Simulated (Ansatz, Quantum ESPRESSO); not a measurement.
# HoHg (Pm-3m): electron-phonon coupling, part 2 of 4

Wanted: the coupling constant λ of HoHg (Pm-3m) at ambient pressure.

Quantum ESPRESSO 7.5; DFT PBEsol, scalar-relativistic, plane waves, PseudoDojo norm-conserving, 4f in core pseudopotentials.

So far. Step 2 (A first look): No gap opens on this mesh, so smearing is kept; the start stands at -1.1 GPa. Step 4 (Self-consistent run for the response): The cell stands at -0.049 GPa, close enough for phonons. The relaxed cell has a = 3.631 Å (conventional setting).

### Step 7. Linear response on the mesh

Linear response treats each wavevector in the unit cell, with no supercell; the 2×2×2 mesh fixes the range of the force constants to be had. The change of the potential is kept for the electron-phonon matrix elements.

The input, ph.in:

```
phonons
 &inputph
    prefix='x',
    outdir='./tmp',
    fildyn='x.dyn',
    tr2_ph=1.0d-18,
    alpha_mix(1)=0.4,
    nmix_ph=8,
    ldisp=.true.,
    nq1=2,
    nq2=2,
    nq3=2,
    electron_phonon='interpolated',
    fildvscf='dvscf',
    el_ph_sigma=0.005,
    el_ph_nsigma=10,
 /
```

Started as:

```sh
$ OMP_NUM_THREADS=1 mpirun -n 4 ph.x -nk 4 -in ph.in > ph.out
```

Log:

```text
[banners, grids, parts of the stress and lines that vanish by symmetry left out]
[banner, memory and clock lines left out]
Program PHONON v.7.5

     ./tmp/x.save/

     IMPORTANT: XC functional enforced from input :
     Exchange-correlation= PBESOL
                           (   1   4  10   8   0   0   0)
     Any further DFT definition will be discarded
     Please, verify this is what you really want

     G-vector sticks info

     Reading collected, re-writing distributed wavefunctions in ./tmp/

     Dynamical matrices for ( 2, 2, 2)  uniform grid of q-points
     (   4 q-points):
       N         xq(1)         xq(2)         xq(3)
       1   0.000000000   0.000000000   0.000000000
       2   0.000000000   0.000000000  -0.500000000
       3   0.000000000  -0.500000000  -0.500000000
       4  -0.500000000  -0.500000000  -0.500000000

     Number and degeneracy of irreps per q-point
       N         xq(1)         xq(2)         xq(3)   N irreps
       1   0.000000000   0.000000000   0.000000000       2
        3   3
       2   0.000000000   0.000000000  -0.500000000       4
[...]
3   0.000000000  -0.500000000  -0.500000000       4
[...]
4  -0.500000000  -0.500000000  -0.500000000       2
        3   3

     Saving dvscf to file. Distribute only q points, not irreducible representations.

     Calculation of q =    0.0000000   0.0000000   0.0000000

     phonons

     bravais-lattice index     =            1
     lattice parameter (alat)  =       6.8625  a.u.
     unit-cell volume          =     323.1808 (a.u.)^3
     number of atoms/cell      =            2
     number of atomic types    =            2
     kinetic-energy cut-off    =      58.0000  Ry
     charge density cut-off    =     232.0000  Ry
     convergence threshold     =      1.0E-18
     beta                      =       0.4000
     number of iterations used =            8
     Exchange-correlation= PBESOL
                           (   1   4  10   8   0   0   0)

     celldm(1)=    6.86249  celldm(2)=    0.00000  celldm(3)=    0.00000
     celldm(4)=    0.00000  celldm(5)=    0.00000  celldm(6)=    0.00000

     crystal axes: (cart. coord. in units of alat)
               a(1) = (  1.0000  0.0000  0.0000 )
               a(2) = (  0.0000  1.0000  0.0000 )
               a(3) = (  0.0000  0.0000  1.0000 )

     reciprocal axes: (cart. coord. in units 2 pi/alat)
               b(1) = (  1.0000  0.0000  0.0000 )
               b(2) = (  0.0000  1.0000  0.0000 )
               b(3) = (  0.0000  0.0000  1.0000 )

     Atoms inside the unit cell:

     Cartesian axes

     site n.  atom      mass           positions (alat units)
        1  Ho    164.9303   tau(    1) = (    0.50000    0.50000    0.50000  )
        2  Hg    200.5920   tau(    2) = (    0.00000    0.00000    0.00000  )

     Computing dynamical matrix for
                    q = (   0.0000000   0.0000000   0.0000000 )

     49 Sym.Ops. (with q -> -q+G )

     G cutoff =  276.7528  (  19309 G-vectors)     FFT grid: ( 36, 36, 36)

     number of k points=    35  Gaussian smearing, width (Ry)=  0.0200

     PseudoPot. # 1 for Ho read from file:
     ./pseudo/Ho.upf
     Pseudo is Norm-conserving + core correction, Zval = 11.0

     PseudoPot. # 2 for Hg read from file:
     ./pseudo/Hg.upf
     Pseudo is Norm-conserving + core correction, Zval = 20.0

     Mode symmetry, O_h (m-3m)  point group:

     Atomic displacements:
     There are    2 irreducible representations

     Representation     1      3 modes -  To be done

     Representation     2      3 modes -  To be done

     Alpha used in Ewald sum =   2.2000

     Representation #   1 modes #   1   2   3

     Self-consistent Calculation
      iter #   1   av.it.:   8.6
      thresh= 1.000E-02 alpha_mix =  0.400 |ddv_scf|^2 =  1.561E-05
      iter #   2   av.it.:  12.2
      thresh= 3.951E-04 alpha_mix =  0.400 |ddv_scf|^2 =  1.050E-07
      iter #   3   av.it.:  12.6
      thresh= 3.240E-05 alpha_mix =  0.400 |ddv_scf|^2 =  1.342E-08
      iter #   4   av.it.:  12.8
      thresh= 1.158E-05 alpha_mix =  0.400 |ddv_scf|^2 =  5.232E-10
[...]
End of self-consistent calculation

     Convergence has been achieved

     Representation #   2 modes #   4   5   6

     Self-consistent Calculation
[...]
End of self-consistent calculation

     Convergence has been achieved

     Number of q in the star =    1
     List of q in the star:
[...]
Diagonalizing the dynamical matrix

     q = (    0.000000000   0.000000000   0.000000000 )

 **************************************************************************
     freq (    1) =      -0.209543 [THz] =      -6.989596 [cm-1]
     freq (    2) =      -0.209543 [THz] =      -6.989596 [cm-1]
     freq (    3) =      -0.209543 [THz] =      -6.989596 [cm-1]
     freq (    4) =       2.622590 [THz] =      87.480180 [cm-1]
     freq (    5) =       2.622590 [THz] =      87.480180 [cm-1]
     freq (    6) =       2.622590 [THz] =      87.480180 [cm-1]
 **************************************************************************

     Mode symmetry, O_h (m-3m)  point group:

     freq (   1-   3) =         -7.0  [cm-1]   --> T_1u G_15  G_4- I
     freq (   4-   6) =         87.5  [cm-1]   --> T_1u G_15  G_4- I
     Electron-phonon interaction  ...

     [... narrower broadenings left out ...]
     Gaussian Broadening:   0.020 Ry, ngauss=   0
     DOS = 13.634341 states/spin/Ry/Unit Cell at Ef= 14.603558 eV
     lambda(    1)=  0.0000   gamma=    0.03 GHz
     lambda(    2)=  0.0000   gamma=    0.03 GHz
     lambda(    3)=  0.0000   gamma=    0.03 GHz
     lambda(    4)=  0.0029   gamma=    0.26 GHz
     lambda(    5)=  0.0029   gamma=    0.26 GHz
     lambda(    6)=  0.0029   gamma=    0.26 GHz
     [... wider broadenings left out ...]

     Number of q in the star =    1
     List of q in the star:
[...]
Calculation of q =    0.0000000   0.0000000  -0.5000000
     [... set-up and bands at k+q left out ...]

     Mode symmetry, D_4h(4/mmm) point group:

     Atomic displacements:
     There are    4 irreducible representations

     Representation     1      1 modes -  To be done

     Representation     2      2 modes -  To be done

[...]
Message from routine init_vloc:
     Interpolation table for Vloc re-allocated

     Alpha used in Ewald sum =   2.2000

     Representation #   1 mode #   1

     Self-consistent Calculation

[...]
[... iterations left out ...]
[...]
End of self-consistent calculation

     Convergence has been achieved

     Representation #   2 modes #   2   3

     Self-consistent Calculation

[...]
[... iterations left out ...]
[...]
End of self-consistent calculation

     Convergence has been achieved

     Representation #   3 mode #   4

[...]
[... iterations left out ...]
[...]
Convergence has been achieved

     Representation #   4 modes #   5   6

[...]
[... iterations left out ...]
[...]
Convergence has been achieved

     Number of q in the star =    3
     List of q in the star:
[...]
Diagonalizing the dynamical matrix

     q = (    0.000000000   0.000000000  -0.500000000 )

 **************************************************************************
     freq (    1) =       1.783542 [THz] =      59.492567 [cm-1]
     freq (    2) =       1.783542 [THz] =      59.492567 [cm-1]
     freq (    3) =       2.023107 [THz] =      67.483596 [cm-1]
     freq (    4) =       2.247613 [THz] =      74.972314 [cm-1]
     freq (    5) =       2.247613 [THz] =      74.972314 [cm-1]
     freq (    6) =       3.342902 [THz] =     111.507205 [cm-1]
 **************************************************************************

     Mode symmetry, D_4h(4/mmm) point group:

     freq (   1-   2) =         59.5  [cm-1]   --> E_u  X_5' M_5'
     freq (   3-   3) =         67.5  [cm-1]   --> A_2u X_4' M_4'
     freq (   4-   5) =         75.0  [cm-1]   --> E_g  X_5  M_5
     freq (   6-   6) =        111.5  [cm-1]   --> A_1g X_1  M_1
     Electron-phonon interaction  ...

     [... narrower broadenings left out ...]
     Gaussian Broadening:   0.020 Ry, ngauss=   0
     DOS = 13.634341 states/spin/Ry/Unit Cell at Ef= 14.603558 eV
     lambda(    1)=  0.0303   gamma=    1.26 GHz
     lambda(    2)=  0.0307   gamma=    1.27 GHz
     lambda(    3)=  0.1883   gamma=   10.03 GHz
     lambda(    4)=  0.0376   gamma=    2.47 GHz
     lambda(    5)=  0.0376   gamma=    2.47 GHz
     lambda(    6)=  0.0939   gamma=   13.67 GHz
     [... wider broadenings left out ...]

     Number of q in the star =    3
     List of q in the star:
[...]
Calculation of q =    0.0000000  -0.5000000  -0.5000000
     [... set-up and bands at k+q left out ...]

     Mode symmetry, D_4h(4/mmm) point group:

     Atomic displacements:
     There are    4 irreducible representations

[...]
Alpha used in Ewald sum =   2.2000

     Representation #   1 mode #   1

[...]
Convergence has been achieved

     Representation #   2 mode #   2

[...]
Convergence has been achieved

     Representation #   3 modes #   3   4

[...]
Convergence has been achieved

     Representation #   4 modes #   5   6

[...]
Convergence has been achieved

     Number of q in the star =    3
     List of q in the star:
[...]
Diagonalizing the dynamical matrix

     q = (    0.000000000  -0.500000000  -0.500000000 )

 **************************************************************************
     freq (    1) =       0.781347 [THz] =      26.062935 [cm-1]
     freq (    2) =       0.781347 [THz] =      26.062935 [cm-1]
     freq (    3) =       1.584357 [THz] =      52.848456 [cm-1]
     freq (    4) =       1.702444 [THz] =      56.787417 [cm-1]
     freq (    5) =       3.600852 [THz] =     120.111509 [cm-1]
     freq (    6) =       3.600852 [THz] =     120.111509 [cm-1]
 **************************************************************************

     Mode symmetry, D_4h(4/mmm) point group:

     freq (   1-   2) =         26.1  [cm-1]   --> E_u  X_5' M_5'
     freq (   3-   3) =         52.8  [cm-1]   --> B_1u X_2' M_2'
     freq (   4-   4) =         56.8  [cm-1]   --> A_2u X_4' M_4'
     freq (   5-   6) =        120.1  [cm-1]   --> E_u  X_5' M_5'
     Electron-phonon interaction  ...

     [... narrower broadenings left out ...]
     Gaussian Broadening:   0.020 Ry, ngauss=   0
     DOS = 13.634341 states/spin/Ry/Unit Cell at Ef= 14.603558 eV
     lambda(    1)=  0.5022   gamma=    3.99 GHz
     lambda(    2)=  0.5011   gamma=    3.98 GHz
     lambda(    3)=  0.0097   gamma=    0.32 GHz
     lambda(    4)=  0.0188   gamma=    0.71 GHz
     lambda(    5)=  0.0577   gamma=    9.73 GHz
     lambda(    6)=  0.0574   gamma=    9.68 GHz
     [... wider broadenings left out ...]

     Number of q in the star =    3
     List of q in the star:
[...]
Calculation of q =   -0.5000000  -0.5000000  -0.5000000
     [... set-up and bands at k+q left out ...]

     Mode symmetry, O_h (m-3m)  point group:

     Atomic displacements:
     There are    2 irreducible representations

     Representation     1      3 modes -  To be done

     Representation     2      3 modes -  To be done

     Alpha used in Ewald sum =   2.2000

     Representation #   1 modes #   1   2   3

     Self-consistent Calculation

[...]
[... iterations left out ...]
[...]
End of self-consistent calculation

     Convergence has been achieved

     Representation #   2 modes #   4   5   6

     Self-consistent Calculation

      iter #   1   av.it.:   8.6
      thresh= 1.000E-02 alpha_mix =  0.400 |ddv_scf|^2 =  3.178E-05

      [... iterations left out ...]
      iter #  10   av.it.:  13.0
      thresh= 3.316E-10 alpha_mix =  0.400 |ddv_scf|^2 =  5.218E-20

     End of self-consistent calculation

     Convergence has been achieved

     Number of q in the star =    1
     List of q in the star:
          1  -0.500000000  -0.500000000  -0.500000000

     Diagonalizing the dynamical matrix

     q = (   -0.500000000  -0.500000000  -0.500000000 )

 **************************************************************************
     freq (    1) =       1.826272 [THz] =      60.917863 [cm-1]
     freq (    2) =       1.826272 [THz] =      60.917863 [cm-1]
     freq (    3) =       1.826272 [THz] =      60.917863 [cm-1]
     freq (    4) =       3.102612 [THz] =     103.491991 [cm-1]
     freq (    5) =       3.102612 [THz] =     103.491991 [cm-1]
     freq (    6) =       3.102612 [THz] =     103.491991 [cm-1]
 **************************************************************************

     Mode symmetry, O_h (m-3m)  point group:

     freq (   1-   3) =         60.9  [cm-1]   --> T_1u G_15  G_4-
     freq (   4-   6) =        103.5  [cm-1]   --> T_2g G_25' G_5+
     Electron-phonon interaction  ...

     [... narrower broadenings left out ...]
     Gaussian Broadening:   0.020 Ry, ngauss=   0
     DOS = 13.634341 states/spin/Ry/Unit Cell at Ef= 14.603558 eV
     lambda(    1)=  0.2165   gamma=    9.40 GHz
     lambda(    2)=  0.2141   gamma=    9.30 GHz
     lambda(    3)=  0.2158   gamma=    9.37 GHz
     lambda(    4)=  0.0203   gamma=    2.55 GHz
     lambda(    5)=  0.0204   gamma=    2.56 GHz
     lambda(    6)=  0.0203   gamma=    2.54 GHz
     [... wider broadenings left out ...]

     Number of q in the star =    1
     List of q in the star:
          1  -0.500000000  -0.500000000  -0.500000000


[key lines of the parts left out:]
the Fermi energy is    14.6052 ev
```

It took 11 min on 4 MPI ranks of Arm Neoverse V2, shared host.

Read from the output:

| Quantity | Value |
| --- | --- |
| largest acoustic frequency at the zone centre before the sum rule | -6.99 cm⁻¹ |
| highest optical zone-centre mode (no LO-TO term) | 87.48 cm⁻¹ |
| lowest optical zone-centre mode | 87.48 cm⁻¹ |
| lowest mode on the q mesh (acoustic ones at the zone centre apart) | 26.06 cm⁻¹ |

Frequencies (cm⁻¹) at each irreducible wavevector; negative means imaginary. Frequencies by wavevector:

```csv
q (fractions),star,mode 1,mode 2,mode 3,mode 4,mode 5,mode 6
0 0 0,1,-6.99,-6.99,-6.99,87.48,87.48,87.48
0 0 -0.5,3,59.49,59.49,67.48,74.97,74.97,111.5
0 -0.5 -0.5,3,26.06,26.06,52.85,56.79,120.1,120.1
-0.5 -0.5 -0.5,1,60.92,60.92,60.92,103.5,103.5,103.5
```

Couplings of single modes at a Gaussian broadening of 0.02 Ry, as ph.x prints them; it sets λ to zero for modes under 20 cm⁻¹. Mode couplings:

| q (fractions) | mode | frequency (cm⁻¹) | λ | linewidth γ (GHz) |
| --- | --- | --- | --- | --- |
| 0 0 -0.5 | 1 | 59.49 | 0.0303 | 1.26 |
| 0 0 -0.5 | 2 | 59.49 | 0.0307 | 1.27 |
| 0 0 -0.5 | 3 | 67.48 | 0.1883 | 10.03 |
| 0 0 -0.5 | 4 | 74.97 | 0.0376 | 2.47 |
| 0 0 -0.5 | 5 | 74.97 | 0.0376 | 2.47 |
| 0 0 -0.5 | 6 | 111.5 | 0.0939 | 13.67 |
| 0 -0.5 -0.5 | 1 | 26.06 | 0.5022 | 3.99 |
| 0 -0.5 -0.5 | 2 | 26.06 | 0.5011 | 3.98 |
| 0 -0.5 -0.5 | 3 | 52.85 | 0.0097 | 0.32 |
| 0 -0.5 -0.5 | 4 | 56.79 | 0.0188 | 0.71 |
| 0 -0.5 -0.5 | 5 | 120.1 | 0.0577 | 9.73 |
| 0 -0.5 -0.5 | 6 | 120.1 | 0.0574 | 9.68 |
| -0.5 -0.5 -0.5 | 1 | 60.92 | 0.2165 | 9.4 |
| -0.5 -0.5 -0.5 | 2 | 60.92 | 0.2141 | 9.3 |
| -0.5 -0.5 -0.5 | 3 | 60.92 | 0.2158 | 9.37 |
| -0.5 -0.5 -0.5 | 4 | 103.5 | 0.0203 | 2.55 |
| -0.5 -0.5 -0.5 | 5 | 103.5 | 0.0204 | 2.56 |
| -0.5 -0.5 -0.5 | 6 | 103.5 | 0.0203 | 2.54 |

Optical modes; normalised displacements of the dynamical-matrix file. The modes at Γ (shares of kinetic energy by element, %):

```csv
mode,frequency (cm⁻¹),symmetry,Ho %,Hg %
1,87.5,T1u,55,45
2,87.5,T1u,55,45
3,87.5,T1u,55,45
```

Displacements in mode 2 (87.5 cm⁻¹), the largest set to 1:
```
Ho1  0.00  0.00  1.00
Hg2  0.00  0.00 -0.82
```

The acoustic modes at Γ come out as far as 7.0 cm⁻¹ from zero, where they should vanish, a small numerical error.

### Step 8. Fourier transform to real space

The dynamical matrices of the mesh are Fourier-transformed to force constants in real space.

The input, q2r.in:

```
 &input
    fildyn='x.dyn',
    zasr='crystal',
    flfrc='x.fc',
    la2F=.true.,
 /
```

Started as:

```sh
$ q2r.x < q2r.in > q2r.out
```

Log:

```text
[banners, grids, parts of the stress and lines that vanish by symmetry left out]
[banner, memory and clock lines left out]
Program Q2R v.7.5

  reading grid info from file x.dyn0

  reading force constants from file x.dyn1
  Dielectric Tensor not found
  nqs=            1
 q=   0.00000000  0.00000000  0.00000000
  reading force constants from file x.dyn2
  nqs=            3
 q=   0.00000000  0.00000000 -0.50000000
[...]
reading force constants from file x.dyn3
  nqs=            3
[...]
q=  -0.50000000  0.00000000 -0.50000000
  reading force constants from file x.dyn4
  nqs=            1
 q=  -0.50000000 -0.50000000 -0.50000000

      q-space grid ok, #points =    8

      fft-check success (sum of imaginary terms < 10^-12)

   Preparing gamma for a2F

 Broadening =      0.005
      q-space grid ok, #points =    8

      fft-check success (sum of imaginary terms < 10^-12)

 Broadening =      0.010
[...]
Broadening =      0.045
      q-space grid ok, #points =    8

      fft-check success (sum of imaginary terms < 10^-12)

 Broadening =      0.050
      q-space grid ok, #points =    8

      fft-check success (sum of imaginary terms < 10^-12)
```

Wall time 0.47 s (1 thread).

(Part 2 of 4 ends here.)

[Host names and launcher messages were left out of these logs when they were recorded.]

[Logs are printed without paths, hosts, clocks, repeated set-up lines and the standing remarks that a program may print on its own settings, such as how far it seeks lower states.]

[Hosts, paths, dates, database ids (printed as entryN), source tags and the programs' standing remarks are cut or masked in the printed files.]
